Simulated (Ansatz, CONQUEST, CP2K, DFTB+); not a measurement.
## Glassy 47P2O5-53CaO (mol %) (83 atoms): runs against a plane-wave reference

Density of this cell: 2.46 g/cm³. The cell holds 83 atoms: 18 P, 10 Ca and 55 O. Cell: a = 10.750 Å, b = 10.750 Å, c = 10.750 Å, α = 90.0°, β = 90.0°, γ = 90.0°. 83 atoms (18 P, 10 Ca, 55 O) placed at random at 2.65 g/cm³, melted at 4000 K for 10 ps at fixed volume with the Morse and Coulomb pair potential with partial charges (Pedone, Malavasi, Menziani, Cormack and Segre, J. Phys. Chem. B 110, 11780 (2006)). Quenched from 4000 K to 300 K at 500 K/ps and fixed volume, held 10 ps at zero pressure. Then every atom was moved at random, 0.03 Å r.m.s. a Cartesian component.

Geometry: as built.

The reference, a calculation:

- method: Kohn-Sham DFT, PBE, PAW, plane waves (Ansatz 0.2.0); cutoff 420 eV, Γ point, fermi-dirac smearing of 0.05 eV; PAW set soft_2
- r.m.s. force component: 1.722 eV/Å
- longest force: 9.324 eV/Å
- pressure: 1.857 GPa
- gap (highest filled to lowest empty level): 2.186 eV
- SCF cycles: 9
- time: 27 s on 4 threads of Intel Xeon Platinum 8259CL at 2.50GHz (Skylake/Cascade Lake), shared host
- CPU time: 80 s

Runs, in no order:
A. DFTB+ IPEA1-xTB: IPEA1-xTB tight binding, diagonalisation
B. CP2K PBE, DZVP-MOLOPT-SR, 600/70 Ry, OT DIIS: Kohn-Sham DFT, PBE, GTH-PBE pseudopotentials, Gaussian and plane waves, DZVP-MOLOPT-SR-GTH, orbital transformation
C. CONQUEST PBE, grid 40 Ha: Kohn-Sham DFT, PBE, norm-conserving pseudopotentials, pseudo-atomic orbitals (double zeta with polarisation), diagonalisation
D. CONQUEST PBE, grid 120 Ha: Kohn-Sham DFT, PBE, norm-conserving pseudopotentials, pseudo-atomic orbitals (double zeta with polarisation), diagonalisation

Q: Order them from the smallest to the largest r.m.s. force difference.

B, D, A, C.

| run | Δ force, r.m.s. (meV/Å) | share of r.m.s. force (%) | CPU time |
| --- | --- | --- | --- |
| B. CP2K PBE, DZVP-MOLOPT-SR, 600/70 Ry, OT DIIS | 122 | 7.06 | 23 min |
| D. CONQUEST PBE, grid 120 Ha | 307 | 17.8 | 15 min |
| A. DFTB+ IPEA1-xTB | 767 | 44.5 | 43 s |
| C. CONQUEST PBE, grid 40 Ha | 2828 | 164 | 6.8 min |

Periodic xTB results under one method name differ between programs and library versions (DFTB+ here holds tblite 0.3). The network of bonds at the start is that of the classical potential that made the cell, and needn't be the one that DFT or experiment would give. The electronic-structure runs sample only Γ, in a cell whose shortest periodic width is 11 Å.

[Hosts, paths, dates, database ids (printed as entryN), source tags and the programs' standing remarks are cut or masked in the printed files.]
